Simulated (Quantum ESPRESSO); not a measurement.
# KNiF3: which magnetic order is lowest, part 2 of 2

Wanted: the moments of KNiF3 and the energy of each order that was tried.

Quantum ESPRESSO 7.5; PBEsol; plane waves with GBRV 1.5 PBEsol potentials, no spin-orbit coupling.

So far, absolute magnetization (μB): step 2 (run 1 (ferro +)) 2.03.

The database entry behind the starting cell differs from later determinations by our own check (about 0.35 % short), so it need not match the best structure at ambient conditions.

**4. Run 3 (antiferro q=(1/2,1/2,1/2) +−)**

This order needs a doubled cell of 10 atoms.

File pw.in:

```
&CONTROL
  calculation = 'scf'
  prefix = 'pwscf'
  outdir = './tmp'
  pseudo_dir = './pseudo'
  disk_io = 'nowf'
/
&SYSTEM
  ibrav = 0
  nat = 10
  ntyp = 4
  ecutwfc = 40
  ecutrho = 280
  nbnd = 62
  occupations = 'smearing'
  smearing = 'fd'
  degauss = 0.00367493
  nspin = 2
  starting_magnetization(1) = 0
  starting_magnetization(2) = 0.1111
  starting_magnetization(3) = -0.1111
  starting_magnetization(4) = 0
/
&ELECTRONS
  conv_thr = 2d-08
  electron_maxstep = 150
  mixing_beta = 0.3
/
ATOMIC_SPECIES
K      39.0983 k_pbesol_v1.4.uspp.F.UPF
Ni1    58.6934 ni_pbesol_v1.4.uspp.F.UPF
Ni2    58.6934 ni_pbesol_v1.4.uspp.F.UPF
F      18.9984 f_pbesol_v1.4.uspp.F.UPF
CELL_PARAMETERS angstrom
   8.0000000000    0.0000000000    0.0000000000
   4.0000000000    4.0000000000    0.0000000000
   4.0000000000    0.0000000000    4.0000000000
ATOMIC_POSITIONS crystal
K       0.0000000000    0.0000000000    0.0000000000
K       0.5000000000    0.0000000000    0.0000000000
Ni1     0.7500000000    0.5000000000    0.5000000000
Ni2     0.2500000000    0.5000000000    0.5000000000
F       0.0000000000    0.5000000000    0.0000000000
F       0.5000000000    0.5000000000    0.0000000000
F       0.5000000000    0.5000000000    0.5000000000
F       0.0000000000    0.5000000000    0.5000000000
F       0.0000000000    0.0000000000    0.5000000000
F       0.5000000000    0.0000000000    0.5000000000
K_POINTS automatic
3 6 6 0 0 0
```

Command:

```
$ OMP_NUM_THREADS=1 mpirun -n 4 pw.x -nk 4 -in pw.in > pw.out
```

What it wrote:

```text
     [... lines left out ...]
Program PWSCF v.7.5 starts
     [... lines left out ...]
     number of atoms/cell      =           10
     [... lines left out ...]
     number of electrons       =        96.00
     number of Kohn-Sham states=           62
     kinetic-energy cutoff     =      40.0000  Ry
     charge density cutoff     =     280.0000  Ry
     scf convergence threshold =      2.0E-08
     [... lines left out ...]
     48 Sym. Ops., with inversion, found (24 have fractional translation)
     [... lines left out ...]
     number of k points=    10  Fermi-Dirac smearing, width (Ry)=  0.0037
     [... lines left out ...]
     iteration # 17     ecut=    40.00 Ry     beta= 0.30
     [... lines left out ...]
     Magnetic moment per site  (integrated on atomic sphere of radius R)
     atom   1 (R=0.146)  charge=  7.6167  magn=  0.0000
     atom   2 (R=0.146)  charge=  7.6167  magn=  0.0000
     atom   3 (R=0.103)  charge= 15.4294  magn=  1.4880
     atom   4 (R=0.103)  charge= 15.4294  magn= -1.4880
     atom   5 (R=0.103)  charge=  6.4940  magn= -0.0000
     atom   6 (R=0.103)  charge=  6.4940  magn= -0.0000
     atom   7 (R=0.103)  charge=  6.4940  magn= -0.0000
     atom   8 (R=0.103)  charge=  6.4940  magn= -0.0000
     atom   9 (R=0.103)  charge=  6.4940  magn= -0.0000
     atom  10 (R=0.103)  charge=  6.4940  magn= -0.0000
     [... lines left out ...]
     the Fermi energy is     7.0265 ev
!    total energy              =   -1091.73304798 Ry
     estimated scf accuracy    <          1.8E-09 Ry
     smearing contrib. (-TS)   =      -0.00000058 Ry
     [... lines left out ...]
     total magnetization       =    -0.00 Bohr mag/cell
     absolute magnetization    =     3.37 Bohr mag/cell
     convergence has been achieved in  17 iterations
```

Wall time 56 s (4 MPI ranks of Intel Xeon Platinum 8375C at 2.90GHz (Ice Lake), shared host); peak memory 0.82 GiB.

Spin moment in the atom's sphere by atom:

```csv
atom,spin moment in the atom's sphere (μB)
K1,0.00
K2,0.00
Ni3,1.49
Ni4,-1.49
F5,0.00
F6,0.00
F7,0.00
F8,0.00
F9,0.00
F10,0.00
```

Read from the output:

| Quantity | Value |
| --- | --- |
| smearing term TS | 7.84e-6 eV |
| magnetization | 0 μB |
| absolute magnetization | 3.367 μB |
| final state | antiferromagnetic |

**5. Run 4 (no spin polarisation)**

File pw.in:

```
&CONTROL
  calculation = 'scf'
  prefix = 'pwscf'
  outdir = './tmp'
  pseudo_dir = './pseudo'
  disk_io = 'nowf'
/
&SYSTEM
  ibrav = 0
  nat = 5
  ntyp = 3
  ecutwfc = 40
  ecutrho = 280
  nbnd = 33
  occupations = 'smearing'
  smearing = 'fd'
  degauss = 0.00367493
/
&ELECTRONS
  conv_thr = 1d-08
  electron_maxstep = 150
  mixing_beta = 0.3
/
ATOMIC_SPECIES
K      39.0983 k_pbesol_v1.4.uspp.F.UPF
Ni     58.6934 ni_pbesol_v1.4.uspp.F.UPF
F      18.9984 f_pbesol_v1.4.uspp.F.UPF
CELL_PARAMETERS angstrom
   4.0000000000    0.0000000000    0.0000000000
   0.0000000000    4.0000000000    0.0000000000
   0.0000000000    0.0000000000    4.0000000000
ATOMIC_POSITIONS crystal
K       0.0000000000    0.0000000000    0.0000000000
Ni      0.5000000000    0.5000000000    0.5000000000
F       0.5000000000    0.5000000000    0.0000000000
F       0.0000000000    0.5000000000    0.5000000000
F       0.5000000000    0.0000000000    0.5000000000
K_POINTS automatic
6 6 6 0 0 0
```

What it wrote:

```text
     [... lines left out ...]
Program PWSCF v.7.5 starts
     [... lines left out ...]
     number of atoms/cell      =            5
     [... lines left out ...]
     number of electrons       =        48.00
     number of Kohn-Sham states=           33
     kinetic-energy cutoff     =      40.0000  Ry
     charge density cutoff     =     280.0000  Ry
     scf convergence threshold =      1.0E-08
     [... lines left out ...]
     48 Sym. Ops., with inversion, found
     [... lines left out ...]
     number of k points=    20  Fermi-Dirac smearing, width (Ry)=  0.0037
     [... lines left out ...]
     iteration # 14     ecut=    40.00 Ry     beta= 0.30
     [... lines left out ...]
     the Fermi energy is     6.8820 ev
!    total energy              =    -545.83381008 Ry
     estimated scf accuracy    <          2.4E-10 Ry
     smearing contrib. (-TS)   =      -0.00115789 Ry
     [... lines left out ...]
     convergence has been achieved in  14 iterations
```

Run time: 6.7 s. Hardware: 4 MPI ranks; peak memory 0.39 GiB; 26 s of CPU time.

Numbers from this step:

```yaml
smearing_term_ts: 0.01575 eV
final_state: non-magnetic (no spin polarisation)
```

**6. The states side by side**

An order is kept where moments of 0.15 μB or more survive with the typed signs; meshes match where a doubled cell samples the same k points as the first cell.

Orders:

```csv
start,final state,typed order kept,energy over the lowest (meV a seeded atom),largest site moment (μB),net moment (μB a cell of the first run),mesh matched,CPU time (s)
ferro +,ferromagnetic,yes,258.6,1.675,1.99,yes,67.07
"antiferro q=(0,1/2,1/2) +-",antiferromagnetic,yes,76.48,1.541,0,yes,320.6
"antiferro q=(1/2,1/2,1/2) +-",antiferromagnetic,yes,0,1.488,0,yes,221.6
no spin polarisation,non-magnetic,-,445.1,0,0,yes,25.95
```

**7. Energy mapping**

E = −Σ J e·e over ordered pairs of unit vectors, so each pair counts twice. As many shells are taken as there are differences of energy, so the couplings are solved for and no residual tests the model; further shells are folded in, and shells whose pairs keep their relative signs in all orders cancel and are not probed. Couplings from the energies:

```csv
pair,distance (Å),neighbours an atom,J (meV)
Ni-Ni,4,6,-21.55
Ni-Ni,5.657,12,-0.6062
```

**8. Outcome**

* lowest state found: antiferromagnetic (from antiferro q=(1/2,1/2,1/2) +-)
* largest site moment: 1.49 μB
* next state with moments: antiferromagnetic, 76.5 meV a seeded atom higher
* state without moments: 445 meV a seeded atom higher
* J of the weightiest shell (Ni-Ni, 4.00 Å; E = −Σ J e·e, ordered pairs): -21.5 meV

In words: The largest moment changes by 11 % between the kept orders, a modest change. Only these 4 starts were compared; other wavevectors, canted and longer-period orders were not. No Hubbard term acts here. In such compounds local and semilocal functionals without one often delocalise the d electrons, and can shrink or lose moments and miss the size, sign and order of the couplings.

[Logs and program files are shortened in this print: banners, set-up blocks, solver, clock and traceback lines can be left out without a mark of their own.]

[Logs are printed without paths, hosts, clocks, repeated set-up lines and the standing remarks that a program may print on its own settings, such as how far it seeks lower states.]

[Hosts, paths, dates, database ids (printed as entryN), source tags and the programs' standing remarks are cut or masked in the printed files.]

[Where a cell is said to come from a database of computed structures, the database is the Materials Project.]
